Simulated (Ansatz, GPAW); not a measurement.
# WSi2As4 monolayer: work function by functional and basis, part 2 of 2

Wanted: work functions and dipole of WSi2As4 monolayer, with the cost of each level. Where a layer proves gapped, the work function hangs on where the smearing puts the Fermi level, and the band edges take its place.

GPAW 26.7.0 and Ansatz 0.2.0; Ansatz plane waves; layer without images along its normal, relaxation of atoms and in-plane cell (the session's first sound run).

So far, upper work function (eV): step 3 (plane waves, PBE) 4.44; step 4 (revPBE) 4.34; step 5 (RPBE) 4.34; step 6 (GPAW, PAW setups) 4.86.

## (7) Real-space grid: mode = "fd"

A real-space grid is a second complete basis, so it checks the plane-wave result.

Contents of run.py:

```python
import json
import numpy as np
from ase import Atoms
from gpaw import GPAW

slab = Atoms(
    ['As', 'Si', 'As', 'W', 'As', 'Si', 'As'],
    positions=[
        [0.00000, -0.00000, 9.00000],
        [0.00000, 2.08459, 10.12017],
        [0.00000, 2.08459, 12.49226],
        [0.00000, -0.00000, 13.98999],
        [0.00000, 2.08459, 15.48772],
        [0.00000, 2.08459, 17.85981],
        [0.00000, -0.00000, 18.97998]],
    cell=[[3.61062, -0.0, 0.0], [-1.80531, 3.12689, 0.0], [0.0, 0.0, 27.98]],
    pbc=[True, True, False])

slab.calc = GPAW(mode='fd', h=0.18, xc='PBE', kpts={'size': (9, 9, 1), 'gamma': True},
                 occupations={'name': 'fermi-dirac', 'width': 0.05}, nbands='140%',
                 convergence={'density': 1e-05}, maxiter=200,
                 poissonsolver={'dipolelayer': 'xy'},
                 symmetry={'tolerance': 1e-3}, txt='slab.txt')
result = {}
energy = slab.get_potential_energy()
fermi = slab.calc.get_fermi_level()
v = slab.calc.get_electrostatic_potential().mean((0, 1)) - fermi
n = slab.calc.get_pseudo_density().mean((0, 1))
L = slab.cell[2, 2]
z = np.arange(len(v)) * L / len(v)
low, high = slab.positions[:, 2].min(), slab.positions[:, 2].max()
below, above = np.interp([low - 6.8, high + 6.8], z, v)
slopes = [np.interp(x, z, np.gradient(v, z)) for x in (low - 6.8, high + 6.8)]
eps = np.array([[slab.calc.get_eigenvalues(k, s) for k in range(len(slab.calc.get_ibz_k_points()))]
                for s in range(slab.calc.get_number_of_spins())]) - fermi
top, bottom = eps[eps < 0].max(), eps[eps > 0].min()
dipole = slab.get_dipole_moment()[2]
print(f'energy {energy:.4f} eV, Fermi level {fermi:.4f} eV, dipole {dipole:.5f} e A')
print(f'potential 6.8 A off the faces, from the Fermi level: lower {below:.4f} eV, upper {above:.4f} eV')
print(f'slope of the potential there: lower {slopes[0]:.5f}, upper {slopes[1]:.5f} eV/A')
print(f'nearest levels on the mesh: {top:.4f} and {bottom:.4f} eV')
print('magnetic moment', round(slab.get_magnetic_moment(), 3))
result.update(energy=energy, fermi=fermi, dipole=dipole, below=below, above=above, slopes=slopes, edges=[top, bottom],
              z=z.tolist(), v=v.tolist(), n=n.tolist(), positions=slab.positions.tolist(),
              forces=slab.get_forces(apply_constraint=False).tolist(), moments=slab.get_magnetic_moments().tolist())
json.dump(result, open('result.json', 'w'))
```

On the command line:

```bash
OMP_NUM_THREADS=1 OPENBLAS_NUM_THREADS=1 python run.py
```

Run time: 2.5 min. Hardware: 1 thread of Intel Xeon Platinum 8488C (Sapphire Rapids), shared host; peak memory 0.6 GiB.

This step gave:

| Quantity | Value |
| --- | --- |
| dipole along the normal | -4.29e-4 e·Å |
| levels nearest the Fermi level on the mesh | -0.3547, 0.3642 eV from the Fermi level |
| upper work function | 4.446 eV |
| lower work function | 4.440 eV |
| upper ionisation energy | 4.801 eV |

The electrostatic potential energy of an electron (without an applied field's), less the Fermi level, planar mean oscillates, so the rows of the table below give means over windows of 1 Å about each position, cut where the curve ends. Its maxima inside the range that stand out by 2 % of the span (Å: eV): 9.6: -10.1, 11.3: 1.44, 13.2: -6.60, 14.8: -6.60, 16.7: 1.44, 18.4: -10.1. Its minima: 9.1: -15.2, 10.0: -12.0, 12.5: -13.6, 14.0: -18.3, 15.5: -13.6, 17.9: -12.0, 18.9: -15.2.

Electrostatic potential energy of an electron (without an applied field's), less the Fermi level, planar mean against z; means over each step:

z (Å), electrostatic potential energy of an electron (without an applied field's), less the Fermi level, planar mean (eV) and a bar from the least value:
```
        0        4.4 ##############################
        1        4.4 ##############################
        2        4.4 ##############################
        3        4.4 ##############################
        4        4.4 ##############################
        5        4.4 ##############################
        6        4.4 ##############################
        7        4.2 ##############################
        8        1.0 #########################
        9      -12.0 #####
       10      -10.4 #######
       11       -0.9 ######################
       12       -5.7 ##############
       13       -9.3 #########
       14      -15.0 
       15       -9.4 #########
       16       -5.4 ###############
       17       -1.0 ######################
       18      -10.6 #######
       19      -11.9 #####
       20        1.2 #########################
       21        4.2 ##############################
       22        4.4 ##############################
       23        4.4 ##############################
       24        4.4 ##############################
       25        4.4 ##############################
       26        4.4 ##############################
       27        4.4 ##############################
```

The highest filled level lies 0.355 eV under the Fermi level, so the ionisation energy from the upper face is 4.446 + 0.355 = 4.801 eV, against 4.799 eV in the base run.

## (8) Atomic orbitals: mode = "lcao"

Atom-centred orbitals end a few angstrom from the surface, which tests how much the density's tail matters.

run.py, as its differences from that of step 7:

```diff
@@ -18,4 +18,4 @@
 
-slab.calc = GPAW(mode='fd', h=0.18, xc='PBE', kpts={'size': (9, 9, 1), 'gamma': True},
-                 occupations={'name': 'fermi-dirac', 'width': 0.05}, nbands='140%',
+slab.calc = GPAW(mode='lcao', basis='dzp', h=0.18, xc='PBE', kpts={'size': (9, 9, 1), 'gamma': True},
+                 occupations={'name': 'fermi-dirac', 'width': 0.05}, nbands='120%',
                  convergence={'density': 1e-05}, maxiter=200,
```

Run time: 2.1 min. Hardware: 1 thread; peak memory 0.34 GiB.

This step gave:

```yaml
levels_nearest_the_fermi_level_on_the_mesh: -0.3618, 0.3789 eV from the Fermi level
upper_work_function: 4.221 eV
lower_work_function: 4.215 eV
upper_ionisation_energy: 4.583 eV
```

The highest filled level lies 0.362 eV under the Fermi level, so the ionisation energy from the upper face is 4.221 + 0.362 = 4.583 eV, against 4.799 eV in the base run.

## (9) The ladder

Times are for 1 thread of Intel Xeon Platinum 8488C (Sapphire Rapids), shared host. The series side by side:

```
no.      run  upper ionisation energy (eV)     time  memory (GiB)
  1       pw                         4.799     47 s          0.25
  2   revPBE                         4.694     47 s          0.25
  3     RPBE                         4.690     47 s          0.25
  4  vdW DF2                         5.159     78 s          0.48
  5       fd                         4.801  2.5 min           0.6
  6     lcao                         4.583  2.1 min          0.34
```

## (10) A second plane-wave code

A second program with its own datasets checks the number independently.

This step: Ansatz plane waves; slab in vacuum with a dipole correction (Ansatz 0.2.0).

Contents of input.yaml:

```yaml
crystal:
  lattice:
    - [3.6106188005, 0.0, 0.0]
    - [-1.8053094002, 3.1268876046, 0.0]
    - [0.0, 0.0, 42.1102298147]
  atoms:
    - { symbol: As, position: [0.0, 0.0, 0.2039306699] }
    - { symbol: Si, position: [0.3333333333, 0.6666666667, 0.2305315151] }
    - { symbol: As, position: [0.3333333333, 0.6666666667, 0.2868621009] }
    - { symbol: W, position: [0.0, 0.0, 0.3224289564] }
    - { symbol: As, position: [0.3333333333, 0.6666666667, 0.357995812] }
    - { symbol: Si, position: [0.3333333333, 0.6666666667, 0.4143263978] }
    - { symbol: As, position: [0.0, 0.0, 0.440927243] }
kpoints:
  mp_grid: { grid: [9, 9, 1] }
hamiltonian:
  xc: pbe
scf:
  occupations: { method: fermi_dirac, width: 0.05 }
efield:
  axis: 3
  dipole_correction: true
  ramp_width: 0.05
output:
  forces: true
  write_potential: true
  write_density: true
  volumetric_format: npy
```

On the command line:

```bash
ansatz run input.yaml --threads 4 --pin off --max-ram 8192MiB --backend cpu --events-out ev --progress --plain --runs-dir out
```

Run time: 8.2 s. Hardware: 4 threads; peak memory 1 GiB; 30 s of CPU time.

This step gave:

```yaml
symmetry_operations: 6
upper_work_function: 4.439 eV
lower_work_function: 4.439 eV
dipole_along_the_normal: 8.33e-6 e·Å
dipole_field: 3.17e-6 V/Å
vacuum_level_above: 4.531 eV
vacuum_level_below: 4.531 eV
```

The electrostatic potential energy of an electron (with the applied field's), less the Fermi level, planar mean by z:

z (Å), electrostatic potential energy of an electron (with the applied field's), less the Fermi level, planar mean (eV) and a bar from the least value:
```
        0        4.4 ##############################
        1        4.4 ##############################
        2        4.4 ##############################
        3        4.4 ##############################
        4        4.4 ##############################
        5        4.4 ##############################
        6        4.4 ##############################
        7        3.9 #############################
        8       -2.0 #################
        9       -6.9 ########
       10       -7.7 ######
       11        1.3 ########################
       12       -1.6 ##################
       13       -8.9 ###
       14      -10.6 
       15       -1.9 #################
       16        0.5 ######################
       17       -5.6 ##########
       18       -8.8 ####
       19       -2.6 ################
       20        3.7 ############################
       21        4.4 ##############################
       22        4.4 ##############################
       23        4.4 ##############################
       24        4.4 ##############################
       25        4.4 ##############################
       26        4.4 ##############################
       27        4.4 ##############################
       28        4.4 ##############################
       29        4.4 ##############################
       30        4.4 ##############################
       31        4.4 ##############################
       32        4.4 ##############################
       33        4.4 ##############################
       34        4.4 ##############################
       35        4.4 ##############################
       36        4.4 ##############################
       37        4.4 ##############################
       38        4.4 ##############################
       39        4.4 ##############################
       40        4.4 ##############################
       41        4.4 ##############################
```

The valence density, planar mean oscillates, so the rows of the table below give means over windows of 1 Å about each position, cut where the curve ends. Its maxima inside the range that stand out by 2 % of the span (Å: e/Å³): 8.6: 1.59, 12.1: 1.57, 13.6: 0.964, 15.1: 1.59, 18.6: 1.60. Its minima: 10.8: 0.130, 12.7: 0.481, 14.3: 0.487, 16.4: 0.130.

The valence density, planar mean by z; means over each step:

```
z (Å)  valence density, planar mean (e/Å³)
    5                               1.1e-4
    6                              0.00185
    7                               0.0302
    8                                0.522
    9                                0.875
   10                                0.199
   11                                0.169
   12                                 1.07
   13                                0.693
   14                                0.742
   15                                 1.10
   16                                0.217
   17                                0.177
   18                                0.682
   19                                0.741
   20                               0.0456
   21                              0.00284
   22                               1.7e-4
   23                               1.0e-5
```

In a gap the Fermi level hangs on smearing and numerics; here the upper work functions are 4.439 and 4.445 eV; the step between the faces is -1.4e-4 against 0.0068 eV.

## (11) Side by side

Results and costs are gathered.

This step: comparison of work functions, dipole and cost (GPAW 26.7.0).

Ladder, by row:

```
   step    code  work function, upper (eV)  work function, lower (eV)  dipole (e Å)  wall time (s)  peak memory (GiB)  threads
     pw    GPAW                      4.445                      4.438      -5.68e-4          46.59               0.25        1
 revPBE    GPAW                       4.34                      4.333      -5.66e-4          46.94               0.25        1
   RPBE    GPAW                      4.336                      4.329      -5.66e-4          47.39               0.25        1
vdW-DF2    GPAW                      4.861                      4.855      -5.68e-4          78.48               0.48        1
     fd    GPAW                      4.446                       4.44      -4.29e-4          150.8                0.6        1
   lcao    GPAW                      4.221                      4.215      -4.29e-4          125.3               0.34        1
 ansatz  Ansatz                      4.439                      4.439       8.33e-6           8.25              1.023        4
```

## (12) Summary of results

* work function, upper and lower face (Fermi level placed in the gap by the smearing): 4.445 and 4.438 eV
* ionisation energy from the upper face (highest filled level on the mesh): 4.80 eV
* electron affinity from the upper face (lowest empty Kohn-Sham level on the mesh): 4.08 eV
* dipole along the normal: -5.7e-4 e Å, near the numerical noise

In words: With plane waves and PBE the ionisation energy from the upper face is 4.80 eV and the Kohn-Sham electron affinity 4.08 eV. The levels nearest the Fermi level on the mesh lie 0.718 eV apart, so the slab is gapped there: the smearing puts the Fermi level inside the gap, and from either face the ionisation energy is the work function plus 0.35 eV. Both are Kohn-Sham levels on the mesh, and semilocal gaps are too small, so the affinity tends to come out too large and the ionisation energy too small. Work functions of a gapped slab move with the place of the Fermi level in the gap; over the runs without a planted fault the highest filled level on the mesh lies 4.58 (lcao) to 5.16 eV (vdW-DF2) under the upper vacuum level. With elements this heavy, spin-orbit coupling can move band edges by tenths of an eV. The small printed dipole stands for a step of 9.1 meV from the lower to the upper face, and the probes find 6.8 meV; values this small are near the numerical noise of both. The layer's cell and atoms come from the relaxation; spin-orbit coupling and temperature are left out.

[Logs are printed without paths, hosts, clocks, repeated set-up lines and the standing remarks that a program may print on its own settings, such as how far it seeks lower states.]

[Hosts, paths, dates, database ids (printed as entryN), source tags and the programs' standing remarks are cut or masked in the printed files.]
